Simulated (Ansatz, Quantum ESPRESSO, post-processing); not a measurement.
# Re(0001), 6 layers: vacuum level and surface dipole, part 5 of 6

Wanted: work functions and the surface dipole of Re(0001), 6 layers at several levels, with their cost.

Quantum ESPRESSO 7.5; plane-wave DFT, PBE, GBRV ultrasoft pseudopotentials; geometry and cross-check by Ansatz 0.2.0 with PAW datasets.

So far. Step 10 (Potential by pp.x): The upper face goes from 4.962 eV (PBE, GBRV) to 5.077 eV, a change of +0.115 eV. Step 12 (Electrostatic potential): The upper face goes from 4.962 eV (PBE, GBRV) to 5.057 eV, a change of +0.095 eV.

## Step 13: Ground state: RPBE, GBRV ultrasoft

Level of this step: plane-wave DFT, RPBE, GBRV ultrasoft pseudopotentials made under PBE (Quantum ESPRESSO 7.5). input_dft overrides the functional of the files.

gbrv-rpbe.in

```
&control
  prefix = 'gbrv-rpbe'
  outdir = './out'
  pseudo_dir = './pseudo'
  calculation = 'scf'
  tprnfor = .true.
/
&system
  ibrav = 0
  nat = 6
  ntyp = 1
  ecutwfc = 40
  ecutrho = 200
  input_dft = 'rpbe'
  occupations = 'smearing'
  smearing = 'mv'
  degauss = 0.02
/
&electrons
  conv_thr = 1e-07
  mixing_beta = 0.4
  electron_maxstep = 120
  mixing_mode = 'local-TF'
/
ATOMIC_SPECIES
  Re  186.2070  re_pbe_v1.2.uspp.F.UPF
CELL_PARAMETERS angstrom
  2.75999999997399 0.00000000000000 0.00000000000000
  1.37999999998699 2.39023011442253 0.00000000000000
  0.00000000000000 0.00000000000000 27.14350000000000
ATOMIC_POSITIONS crystal
  Re  0.666666666667 0.666666666667 0.295414158358
  Re  0.000000000000 -0.000000000000 0.373453959527
  Re  0.666666666667 0.666666666667 0.458945972300
  Re  0.000000000000 0.000000000000 0.541054027700
  Re  0.666666666667 0.666666666667 0.626546113835
  Re  0.000000000000 -0.000000000000 0.704585855862
K_POINTS automatic
  12 12 1 0 0 0
```

Launch:

```sh
> OMP_NUM_THREADS=1 mpirun -n 4 pw.x -nk 4 -in gbrv-rpbe.in > gbrv-rpbe.out
```

The program printed:

```text
[banner, memory and clock lines left out]
Program PWSCF v.7.5 starts
[citation notice left out]

[...]
Message from routine setup:
[...]
bravais-lattice index     =            0
     lattice parameter (alat)  =       5.2156  a.u.
     unit-cell volume          =    1208.4015 (a.u.)^3
     number of atoms/cell      =            6
     number of atomic types    =            1
     number of electrons       =        90.00
     number of Kohn-Sham states=           54
     kinetic-energy cutoff     =      40.0000  Ry
     charge density cutoff     =     200.0000  Ry
     scf convergence threshold =      1.0E-07
     mixing beta               =       0.4000
     number of iterations used =            8  local-TF  mixing
     Exchange-correlation= RPBE
                           (   1   4  44   4   0   0   0)

[...]
PseudoPot. # 1 for Re read from file:
     ./pseudo/re_pbe_v1.2.uspp.F.UPF
     Pseudo is Ultrasoft + core correction, Zval = 15.0
     Generated by new atomic code, or converted to UPF format
     Using radial grid of  981 points,  8 beta functions with:
                l(1) =   0
                l(2) =   0
                l(3) =   1
                l(4) =   1
                l(5) =   2
                l(6) =   2
                l(7) =   3
                l(8) =   3
     Q(r) pseudized with  8 coefficients,  rinner =    1.150   1.150   1.150
                                                       1.150   1.150   1.150
                                                       1.150

     atomic species   valence    mass     pseudopotential
     Re               15.00   186.20700     Re( 1.00)

     12 Sym. Ops., with inversion, found ( 6 have fractional translation)

[...]
number of k points=    19  Marzari-Vanderbilt smearing, width (Ry)=  0.0200
[...]
Dense  grid:    57765 G-vectors     FFT dimensions: (  24,  24, 240)

     Smooth grid:    41343 G-vectors     FFT dimensions: (  24,  24, 216)

     Initial potential from superposition of free atoms

     starting charge      86.9997, renormalised to      90.0000

     negative rho (up, down):  7.843E-01 0.000E+00
     Starting wfcs are   78 randomized atomic wfcs

     per-process dynamical memory:    75.0 Mb

     Self-consistent Calculation

     iteration #  1     ecut=    40.00 Ry     beta= 0.40
     Davidson diagonalization with overlap
     ethr =  1.00E-02,  avg # of iterations =  2.0

     negative rho (up, down):  7.840E-01 0.000E+00

     total energy              =   -1144.30573039 Ry
     estimated scf accuracy    <       1.09315391 Ry

     iteration #  2     ecut=    40.00 Ry     beta= 0.40
[...]
negative rho (up, down):  7.953E-01 0.000E+00

[...]
total energy              =   -1143.88871176 Ry
     estimated scf accuracy    <       0.61638816 Ry

     iteration #  3     ecut=    40.00 Ry     beta= 0.40
[...]
negative rho (up, down):  7.950E-01 0.000E+00

[...]
total energy              =   -1144.07171256 Ry
     estimated scf accuracy    <       0.08578189 Ry

     iteration #  4     ecut=    40.00 Ry     beta= 0.40
[...]
negative rho (up, down):  7.967E-01 0.000E+00

[...]
total energy              =   -1144.09186318 Ry
     estimated scf accuracy    <       0.01065193 Ry

     iteration #  5     ecut=    40.00 Ry     beta= 0.40
[...]
negative rho (up, down):  7.982E-01 0.000E+00

[...]
total energy              =   -1144.09319437 Ry
     estimated scf accuracy    <       0.00123795 Ry

     iteration #  6     ecut=    40.00 Ry     beta= 0.40
[...]
negative rho (up, down):  7.986E-01 0.000E+00

[...]
total energy              =   -1144.09345709 Ry
     estimated scf accuracy    <       0.00015703 Ry

[...]
iteration # 11     ecut=    40.00 Ry     beta= 0.40
[...]
negative rho (up, down):  7.979E-01 0.000E+00

[...]
total energy              =   -1144.09343763 Ry
     estimated scf accuracy    <       0.00000644 Ry

     iteration # 12     ecut=    40.00 Ry     beta= 0.40
[...]
negative rho (up, down):  7.980E-01 0.000E+00

[...]
total energy              =   -1144.09343860 Ry
     estimated scf accuracy    <       0.00000105 Ry

     iteration # 13     ecut=    40.00 Ry     beta= 0.40
[...]
negative rho (up, down):  7.980E-01 0.000E+00

[...]
total energy              =   -1144.09343885 Ry
     estimated scf accuracy    <       0.00000023 Ry

     iteration # 14     ecut=    40.00 Ry     beta= 0.40
[...]
negative rho (up, down):  7.980E-01 0.000E+00

[...]
End of self-consistent calculation

          k = 0.0000 0.0000 0.0000 (  5095 PWs)   bands (ev):

   -70.2688 -70.2510 -70.2280 -70.1850 -70.0995 -70.0992 -32.6406 -32.5343
   -32.3010 -31.8878 -31.6429 -31.6429 -31.6372 -31.6274 -31.6274 -31.5836
   -31.5836 -31.5369 -31.5126 -31.5126 -31.4059 -31.4059 -31.4055 -31.4055
     0.1546   0.8213   1.8482   2.8264   3.1178   3.1466   7.2310   7.5596
     7.9668   7.9668   8.0626   8.0626   8.0641   8.0857   8.0857   8.1074
     8.3664   8.3664   8.4780   8.6426   8.6426   8.8352   8.8352   9.8648
    10.3271  10.3555  10.3555  10.9737  10.9737  11.7600

          k = 0.0000 0.0962 0.0000 (  5165 PWs)   bands (ev):

   -70.2624 -70.2451 -70.2227 -70.1811 -70.0955 -70.0953 -32.6177 -32.5176
   -32.2963 -31.9112 -31.7137 -31.7023 -31.6616 -31.6449 -31.6430 -31.6236
   -31.5992 -31.5547 -31.5479 -31.5242 -31.4601 -31.4522 -31.4180 -31.4174
     0.4355   1.0950   2.1188   3.1102   3.4045   3.4207   6.9351   7.4279
     7.5953   7.6271   7.6538   7.9867   8.1337   8.1835   8.2776   8.3141
     8.3951   8.4711   8.5667   8.6069   8.8436   8.8685   9.0525   9.5889
     9.6295  10.2152  10.2662  10.8699  10.9161  11.6795

[...]
the Fermi energy is     9.6529 ev

!    total energy              =   -1144.09343883 Ry
     estimated scf accuracy    <       0.00000006 Ry
     smearing contrib. (-TS)   =       0.00266344 Ry
     internal energy E=F+TS    =   -1144.09610227 Ry

     The total energy is F=E-TS. E is the sum of the following terms:
     one-electron contribution =   -9682.26565622 Ry
     hartree contribution      =    4854.55017847 Ry
     xc contribution           =    -315.68921466 Ry
     ewald contribution        =    3999.30859014 Ry

     convergence has been achieved in  14 iterations

     negative rho (up, down):  7.980E-01 0.000E+00

     Forces acting on atoms (cartesian axes, Ry/au):

     atom    1 type  1   force =     0.00000000    0.00000000   -0.00627523
     atom    2 type  1   force =     0.00000000   -0.00000000    0.00200092
     atom    3 type  1   force =    -0.00000000   -0.00000000    0.01395105
     atom    4 type  1   force =     0.00000000    0.00000000   -0.01395105
     atom    5 type  1   force =     0.00000000   -0.00000000   -0.00200092
     atom    6 type  1   force =    -0.00000000   -0.00000000    0.00627523

     Total force =     0.021818     Total SCF correction =     0.001390

[...]
```

Elapsed: 51 s, on 4 MPI ranks of Intel Xeon Platinum 8488C (Sapphire Rapids), shared host; peak memory 0.7 GiB; 3.4 min of CPU time.

Read from the output:

* free energy: -15566.1842 eV
* Fermi energy: 9.653 eV

## Step 14: Potential by pp.x

gbrv-rpbe.pot.in

```
&inputpp
  prefix = 'gbrv-rpbe'
  outdir = './out'
  filplot = 'gbrv-rpbe.pot.dat'
  plot_num = 11
/
```

Launch:

```sh
> OMP_NUM_THREADS=1 mpirun -n 4 pp.x -in gbrv-rpbe.pot.in > gbrv-rpbe.pot.out
```

Elapsed: 2 s, on 4 MPI ranks; peak memory 0.16 GiB; 6.1 s of CPU time.

This step gave:

| Quantity | Value |
| --- | --- |
| work function of the upper face | 4.815 eV |
| slope of the potential above | 6.60e-4 eV/Å |
| upper vacuum line continued to the top atoms, over the Fermi level | 4.811 eV |
| work function of the lower face | 4.815 eV |
| slope of the potential below | -4.10e-4 eV/Å |
| lower vacuum line continued to the bottom atoms, over the Fermi level | 4.813 eV |

The upper face goes from 4.962 eV (PBE, GBRV) to 4.815 eV, a change of -0.147 eV.

## Step 15: All levels side by side

All levels:

```
                                                  level  upper face (eV)  lower face (eV)  dipole (e Å)  CPU time (s)
                                  QE PBE GBRV, periodic            4.962            4.962             -         253.4
                                   QE PBE GBRV, ESM bc1            4.962            4.963             -         472.2
         QE PBEsol PseudoDojo norm-conserving, periodic            5.077            5.077             -           339
                   QE Wu-Cohen GBRV ultrasoft, periodic            5.057            5.057             -         220.8
                       QE RPBE GBRV ultrasoft, periodic            4.815            4.815             -         201.8
Ansatz PBE PAW, sawtooth (time of the whole relaxation)            4.957            4.957      -3.94e-6         54.62
```

The times are CPU seconds on a shared host; the codes use unlike cutoffs, datasets and smearings, so their times compare unlike work.

## Step 16: Self-consistent run, with mixing_mode = TF, mixing_beta = 0.5 and electron_maxstep = 60

How much does a setting matter? One run is repeated with a change.

Level of this step: plane-wave DFT, PBE, GBRV ultrasoft pseudopotentials (Quantum ESPRESSO 7.5).

esm.w0.in

```
&control
  prefix = 'esm.w0'
  outdir = './out'
  pseudo_dir = './pseudo'
  calculation = 'scf'
  tprnfor = .true.
/
&system
  ibrav = 0
  nat = 6
  ntyp = 1
  ecutwfc = 40
  ecutrho = 200
  occupations = 'smearing'
  smearing = 'mv'
  degauss = 0.02
  assume_isolated = 'esm'
  esm_bc = 'bc1'
/
&electrons
  conv_thr = 1e-07
  mixing_beta = 0.5
  electron_maxstep = 60
  mixing_mode = 'TF'
/
ATOMIC_SPECIES
  Re  186.2070  re_pbe_v1.2.uspp.F.UPF
CELL_PARAMETERS angstrom
  2.75999999997399 0.00000000000000 0.00000000000000
  1.37999999998699 2.39023011442253 0.00000000000000
  0.00000000000000 0.00000000000000 27.14350000000000
ATOMIC_POSITIONS crystal
  Re  0.666666666667 0.666666666667 -0.204585848752
  Re  0.000000000000 -0.000000000000 -0.126546047583
  Re  0.666666666667 0.666666666667 -0.041054034810
  Re  0.000000000000 0.000000000000 0.041054020590
  Re  0.666666666667 0.666666666667 0.126546106725
  Re  0.000000000000 -0.000000000000 0.204585848752
K_POINTS automatic
  12 12 1 0 0 0
```

Launch:

```sh
> OMP_NUM_THREADS=1 mpirun -n 4 pw.x -nk 4 -in esm.w0.in > esm.w0.out
```

The program printed:

```text
[banner, memory and clock lines left out]
Program PWSCF v.7.5 starts
[citation notice left out]

[...]
Message from routine setup:
[...]
bravais-lattice index     =            0
     lattice parameter (alat)  =       5.2156  a.u.
     unit-cell volume          =    1208.4015 (a.u.)^3
     number of atoms/cell      =            6
     number of atomic types    =            1
     number of electrons       =        90.00
     number of Kohn-Sham states=           54
     kinetic-energy cutoff     =      40.0000  Ry
     charge density cutoff     =     200.0000  Ry
     scf convergence threshold =      1.0E-07
     mixing beta               =       0.5000
     number of iterations used =            8  TF        mixing
     Exchange-correlation= SLA  PW   PBE  PBE
                           (   1   4   3   4   0   0   0)

     Effective Screening Medium Method
     Boundary Conditions: Vacuum-Slab-Vacuum
     total charge in unit cell        =   0.0000
     grid points for fit at edges     =        4

[...]
PseudoPot. # 1 for Re read from file:
     ./pseudo/re_pbe_v1.2.uspp.F.UPF
     Pseudo is Ultrasoft + core correction, Zval = 15.0
     Generated by new atomic code, or converted to UPF format
     Using radial grid of  981 points,  8 beta functions with:
                l(1) =   0
                l(2) =   0
                l(3) =   1
                l(4) =   1
                l(5) =   2
                l(6) =   2
                l(7) =   3
                l(8) =   3
     Q(r) pseudized with  8 coefficients,  rinner =    1.150   1.150   1.150
                                                       1.150   1.150   1.150
                                                       1.150

     atomic species   valence    mass     pseudopotential
     Re               15.00   186.20700     Re( 1.00)

     12 Sym. Ops., with inversion, found ( 6 have fractional translation)

[...]
number of k points=    19  Marzari-Vanderbilt smearing, width (Ry)=  0.0200
[...]
Dense  grid:    57765 G-vectors     FFT dimensions: (  24,  24, 240)

     Smooth grid:    41343 G-vectors     FFT dimensions: (  24,  24, 216)

     Initial potential from superposition of free atoms

     starting charge      86.9997, renormalised to      90.0000

     negative rho (up, down):  7.843E-01 0.000E+00
     Starting wfcs are   78 randomized atomic wfcs

     per-process dynamical memory:    74.8 Mb

     Self-consistent Calculation

     iteration #  1     ecut=    40.00 Ry     beta= 0.50
     Davidson diagonalization with overlap
     ethr =  1.00E-02,  avg # of iterations =  1.8

     Threshold (ethr) on eigenvalues was too large:
     Diagonalizing with lowered threshold

     Davidson diagonalization with overlap
     ethr =  8.00E-04,  avg # of iterations =  4.3

     negative rho (up, down):  7.851E-01 0.000E+00

     total energy              =   -1143.81772362 Ry
     estimated scf accuracy    <       1.13600616 Ry

     iteration #  2     ecut=    40.00 Ry     beta= 0.50
[...]
negative rho (up, down):  7.974E-01 0.000E+00

[...]
total energy              =   -1143.52852585 Ry
     estimated scf accuracy    <       0.46801582 Ry

     iteration #  3     ecut=    40.00 Ry     beta= 0.50
[...]
negative rho (up, down):  7.940E-01 0.000E+00

[...]
total energy              =   -1143.74292455 Ry
     estimated scf accuracy    <       0.09700446 Ry

     iteration #  4     ecut=    40.00 Ry     beta= 0.50
[...]
negative rho (up, down):  7.943E-01 0.000E+00

[...]
total energy              =   -1143.76535199 Ry
     estimated scf accuracy    <       0.01792444 Ry

     iteration #  5     ecut=    40.00 Ry     beta= 0.50
[...]
negative rho (up, down):  7.969E-01 0.000E+00

[...]
total energy              =   -1143.77504908 Ry
     estimated scf accuracy    <       0.01187736 Ry

     iteration #  6     ecut=    40.00 Ry     beta= 0.50
[...]
negative rho (up, down):  7.968E-01 0.000E+00

[...]
total energy              =   -1143.77548889 Ry
     estimated scf accuracy    <       0.00245294 Ry

[...]
iteration # 29     ecut=    40.00 Ry     beta= 0.50
[...]
negative rho (up, down):  7.957E-01 0.000E+00

[...]
total energy              =   -1143.77870295 Ry
     estimated scf accuracy    <       0.00000031 Ry

     iteration # 30     ecut=    40.00 Ry     beta= 0.50
[...]
negative rho (up, down):  7.956E-01 0.000E+00

[...]
total energy              =   -1143.77860431 Ry
     estimated scf accuracy    <       0.00000018 Ry

     iteration # 31     ecut=    40.00 Ry     beta= 0.50
[...]
negative rho (up, down):  7.956E-01 0.000E+00

[...]
total energy              =   -1143.77855441 Ry
     estimated scf accuracy    <       0.00000010 Ry

     iteration # 32     ecut=    40.00 Ry     beta= 0.50
[...]
negative rho (up, down):  7.955E-01 0.000E+00

[...]
End of self-consistent calculation

          k = 0.0000 0.0000 0.0000 (  5095 PWs)   bands (ev):

   -84.8172 -84.8007 -84.7768 -84.7325 -84.6521 -84.6517 -47.2130 -47.1063
   -46.8706 -46.4554 -46.2108 -46.2108 -46.2047 -46.1959 -46.1959 -46.1510
   -46.1510 -46.1038 -46.0790 -46.0790 -45.9773 -45.9773 -45.9768 -45.9768
   -14.4617 -13.7948 -12.7675 -11.7905 -11.5023 -11.4750  -7.3887  -7.0650
    -6.6602  -6.6602  -6.5636  -6.5636  -6.5584  -6.5425  -6.5425  -6.5246
    -6.2607  -6.2607  -6.1437  -5.9837  -5.9837  -5.7900  -5.7900  -4.7488
    -4.2750  -4.2710  -4.2710  -3.6510  -3.6510  -2.8629

          k = 0.0000 0.0962 0.0000 (  5165 PWs)   bands (ev):

   -84.8108 -84.7947 -84.7715 -84.7285 -84.6482 -84.6477 -47.1900 -47.0895
   -46.8659 -46.4791 -46.2826 -46.2705 -46.2296 -46.2136 -46.2105 -46.1912
   -46.1667 -46.1222 -46.1146 -46.0907 -46.0317 -46.0233 -45.9894 -45.9887
   -14.1803 -13.5206 -12.4964 -11.5061 -11.2151 -11.2003  -7.6856  -7.1965
    -7.0254  -6.9987  -6.9730  -6.6372  -6.4927  -6.4431  -6.3484  -6.3135
    -6.2333  -6.1539  -6.0602  -6.0195  -5.7822  -5.7538  -5.5722  -5.0286
    -4.9855  -4.4115  -4.3577  -3.7550  -3.7096  -2.9434

[...]
the Fermi energy is    -4.9656 ev

!    total energy              =   -1143.77832406 Ry
     estimated scf accuracy    <       0.00000002 Ry
     smearing contrib. (-TS)   =       0.00266655 Ry
     internal energy E=F+TS    =   -1143.78099061 Ry

     The total energy is F=E-TS. E is the sum of the following terms:
     one-electron contribution =   36150.14836150 Ry
     hartree contribution      =  -18109.85345796 Ry
     xc contribution           =    -315.32929218 Ry
     ewald contribution        =  -18868.74660196 Ry

     convergence has been achieved in  32 iterations

     negative rho (up, down):  7.955E-01 0.000E+00

     Forces acting on atoms (cartesian axes, Ry/au):

     atom    1 type  1   force =     0.00000000    0.00000000    0.00007516
     atom    2 type  1   force =     0.00000000    0.00000000    0.00086597
     atom    3 type  1   force =     0.00000000    0.00000000    0.01474116
     atom    4 type  1   force =     0.00000000    0.00000000   -0.01474116
     atom    5 type  1   force =     0.00000000    0.00000000   -0.00086597
     atom    6 type  1   force =     0.00000000    0.00000000   -0.00007516

     Total force =     0.020883     Total SCF correction =     0.000405

[...]
```

Elapsed: 1.9 min, on 4 MPI ranks; peak memory 0.96 GiB; 7.5 min of CPU time.

Beside the run it was changed from:

```
                                                           quantity   this run  unchanged run  difference
vacuum line at the upper end of the cell, over the Fermi level (eV)      4.965          4.962      0.0031
vacuum line at the lower end of the cell, over the Fermi level (eV)      4.966          4.963      0.0031
                                                   free energy (eV)  -15561.90      -15561.90     -1.4e-7
                                                      wall time (s)        113            119            
                                                     SCF iterations         32             19
```

The free energy moves by -2.3e-05 meV an atom.

Levels move by up to 3 meV, the slack that the SCF threshold leaves: a converged result doesn't depend on solver or mixing.

[end of part 5 of 6]

[Logs are printed without paths, hosts, clocks, repeated set-up lines and the standing remarks that a program may print on its own settings, such as how far it seeks lower states.]

[Hosts, paths, dates, database ids (printed as entryN), source tags and the programs' standing remarks are cut or masked in the printed files.]

[Maps of the electrostatic potential energy from Ansatz leave out the sawtooth potential of an applied field or a dipole correction, so their vacuum need not be flat; planar profiles and work functions include it.]
